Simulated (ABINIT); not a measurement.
# AlN (P6_3mc): G0W0 in ABINIT against the exchange cutoff

How does the gap of AlN (P6_3mc) converge in the exchange cutoff?

Main program and level: ABINIT 10.8.3; LDA and many-body steps on it, plane waves.

This is a report of a sequence of runs, with most program output left out.

The database entry behind the starting cell differs from later determinations by our own check (inner coordinate u about 0.002 short), so it need not match the best structure at ambient conditions.

## Step 1: The starting structure

The structure is hexagonal, space group P6_3mc (No. 186). The conventional cell has a = 3.113 Å, b = 3.113 Å, c = 4.981 Å, α = 90.00°, β = 90.00°, γ = 120.00°. Al has 4 N at 1.89 Å nearest. Nearest to N lie 4 Al at 1.89 Å. Farther neighbours and most contacts between anions are not listed.

The cell and positions come from the Crystallography Open Database and are kept as given unless a step says otherwise.

## Step 2: Screening, 3×3×2 mesh, 39 bands, screening to 130.6 eV

This step: ABINIT 10.8.3; RPA screening on LDA, plane waves, norm-conserving pseudopotentials.

The RPA dielectric matrix is built and inverted for each q.

Input file run.abi:

```
acell 3*1.0 Angstrom
rprim 
  3.113000000011 -0.000000000003 0.000000000000
  -1.556500000003 2.695937081992 0.000000000000
  0.000000000000 0.000000000000 4.981000000000
ntypat 2
znucl 13 7
natom 4
typat 1 1 2 2
xred 
  0.333333333333 0.666666666667 0.000000000000
  0.666666666667 0.333333333333 0.500000000000
  0.333333333333 0.666666666667 0.380000000000
  0.666666666667 0.333333333333 0.880000000000
pp_dirpath "pseudos"
pseudos "Al.upf, N.upf"
ecut 36
ngkpt 3 3 2
nshiftk 1
shiftk 0 0 0
kptopt 1
chksymbreak 0
istwfk *1
occopt 1
irdwfk 1
optdriver 3
nband 39
ecuteps 4.8
inclvkb 2
awtr 1
symchi 1
indata_prefix "in"
outdata_prefix "out"
tmpdata_prefix "tmp"
```

Started as:

```console
$ OMP_NUM_THREADS=1 mpirun -n 4 abinit run.abi > log
```

Wall time 3.6 s (4 MPI ranks of Arm Neoverse V1, shared host); peak memory 0.39 GiB; 14 s of CPU time.

Numbers from this step:

- ε∞ with local fields, on this mesh, along the program's q direction: 4.995
- the same without local fields: 5.453
- plasma frequency: 22.97 eV
- plane waves in the screening matrix: 135

Local fields lower ε∞ by 8 %. On a Γ-centred mesh this coarse the value itself is usually too large, while a short band sum pulls it down.

## Step 3: 3.6 Ha

This step: G0W0 on LDA, plane waves, norm-conserving pseudopotentials.

Changes to run.abi since step 2:

```diff
@@ -25,8 +25,15 @@
 irdwfk 1
-optdriver 3
+optdriver 4
 nband 39
+gwcalctyp 0
+ecutsigx 3.6
+symsigma 1
+nkptgw 1
+kptgw 
+  0.0000000000 0.0000000000 0.0000000000
+bdgw 
+  6 10
 ecuteps 4.8
-inclvkb 2
-awtr 1
-symchi 1
+irdscr 1
+ppmodel 1
 indata_prefix "in"
```

It took 2.4 s on 4 MPI ranks; peak memory 0.09 GiB; 9.1 s of CPU time.

Numbers from this step:

```
G0W0 gap on the points computed              : 5.173 eV
starting gap on the mesh                     : 4.255 eV
k of the valence top                         : 0, 0, 0
k of the conduction bottom                   : 0, 0, 0
Z at the valence top                         : 0.796
Z at the conduction bottom                   : 0.821
least direct G0W0 gap on the computed points : 5.173 eV
```

## Step 4: 7.2 Ha

Changes to run.abi since step 3:

```diff
@@ -28,3 +28,3 @@
 gwcalctyp 0
-ecutsigx 3.6
+ecutsigx 7.2
 symsigma 1
```

Run time: 2.5 s. Hardware: 4 MPI ranks; peak memory 0.09 GiB; 9.7 s of CPU time.

Numbers from this step:

* G0W0 gap on the points computed: 5.381 eV
* starting gap on the mesh: 4.255 eV
* k of the valence top: 0, 0, 0
* k of the conduction bottom: 0, 0, 0
* Z at the valence top: 0.794
* Z at the conduction bottom: 0.819
* least direct G0W0 gap on the computed points: 5.381 eV

## Step 5: 14.4 Ha

The self-energy is evaluated for the states that the input lists, and the levels follow from it, in one-shot runs by the linearised quasiparticle equation.

Changes to run.abi since step 4:

```diff
@@ -28,3 +28,3 @@
 gwcalctyp 0
-ecutsigx 7.2
+ecutsigx 14.4
 symsigma 1
```

Wall time 2.5 s (4 MPI ranks); peak memory 0.1 GiB.

This step gave:

| Property | Result |
| --- | --- |
| G0W0 gap on the points computed | 5.531 eV |
| starting gap on the mesh | 4.255 eV |
| k of the valence top | 0, 0, 0 |
| k of the conduction bottom | 0, 0, 0 |
| least direct G0W0 gap on the computed points | 5.531 eV |

The gap on the mesh goes from 4.26 eV to 5.53 eV, a correction of +1.28 eV.

## Step 6: 25.2 Ha

Changes to run.abi since step 5:

```diff
@@ -28,3 +28,3 @@
 gwcalctyp 0
-ecutsigx 14.4
+ecutsigx 25.2
 symsigma 1
```

The job ended after 2.5 s (4 MPI ranks; peak memory 0.09 GiB).

This step gave:

| Item | Value |
| --- | --- |
| G0W0 gap on the points computed | 5.570 eV |
| starting gap on the mesh | 4.255 eV |
| k of the valence top | 0, 0, 0 |
| k of the conduction bottom | 0, 0, 0 |
| least direct G0W0 gap on the computed points | 5.570 eV |

Against the run before, the gap moves by +0.039 eV.

## Step 7: 36 Ha

Changes to run.abi since step 6:

```diff
@@ -28,3 +28,3 @@
 gwcalctyp 0
-ecutsigx 25.2
+ecutsigx 36
 symsigma 1
```

Run time: 2.5 s. Hardware: 4 MPI ranks; peak memory 0.1 GiB.

This step gave:

```
G0W0 gap on the points computed              : 5.576 eV
starting gap on the mesh                     : 4.255 eV
k of the valence top                         : 0, 0, 0
k of the conduction bottom                   : 0, 0, 0
least direct G0W0 gap on the computed points : 5.576 eV
```

Against the run before, the gap moves by +0.006 eV.

## Step 8: Side by side

Times are wall times on 4 MPI ranks of Arm Neoverse V1, shared host, good to a factor of about two. A run's time includes the screening step that it read.

| run | mesh | bands | screening cutoff (eV) | DFT gap (eV) | gap on the mesh (eV) | direct (eV) | ε∞ used | time |
| --- | --- | --- | --- | --- | --- | --- | --- | --- |
| 3.6 Ha | 3×3×2 | 39 | 130.6 | 4.255 | 5.173 | 5.173 | 5.00 | 5.9 s |
| 7.2 Ha | 3×3×2 | 39 | 130.6 | 4.255 | 5.381 | 5.381 | 5.00 | 6.1 s |
| 14.4 Ha | 3×3×2 | 39 | 130.6 | 4.255 | 5.531 | 5.531 | 5.00 | 6.1 s |
| 25.2 Ha | 3×3×2 | 39 | 130.6 | 4.255 | 5.570 | 5.570 | 5.00 | 6.1 s |
| 36 Ha | 3×3×2 | 39 | 130.6 | 4.255 | 5.576 | 5.576 | 5.00 | 6.1 s |

## Step 9: Summary of results

```json
{"3.6 Ha": "5.173 eV", "7.2 Ha": "5.381 eV", "14.4 Ha": "5.531 eV", "25.2 Ha": "5.570 eV", "36 Ha": "5.576 eV", "known limits": "not at the basis limit; coarse k mesh"}
```

In words: The setting moved: exchange cutoff. From 3.6 Ha to 36 Ha the gap moves by +0.40 eV. It holds to 0.03 eV from 25.2 Ha on. Bands and screening cutoff are coupled, so a series along one setting does not show full convergence. Below the screening cutoff the correlation part is cut too. Bands and cutoff are finite, so the gap is not at the basis limit. The miss can reach some tenths of an eV and take either sign; the mesh is an error of its own. In the first G0W0 run levels were corrected at 1 k point alone, so a gap called «on the mesh» is the least over those, and an edge elsewhere would be missed. The 3×3×2 mesh is coarse for this cell, which bears on the long-range parts of exchange and screening.

[Paths, hosts, dates, memory and timing lines, banners, echoed tables and standing remarks are left out of the program output.]

[Logs are printed without paths, hosts, clocks, repeated set-up lines and the standing remarks that a program may print on its own settings, such as how far it seeks lower states.]

[Runs of the session that timed out or met a known fault of the program may be left out.]

[No measured gap is set beside runs whose start may be inverted or whose files or cutoffs have a known fault.]

[Hosts, paths, dates, database ids (printed as entryN), source tags and the programs' standing remarks are cut or masked in the printed files.]

[G0W0 gaps are taken among the corrected bands and points alone; a level outside them can change the order at an edge.]

[Where Ansatz stands beside ABINIT at settings called matched, ABINIT's density can come from a denser mesh and the files from another edition; pairs whose starting gaps differed by over 0.03 eV were left out, so agreement reads better than it is.]
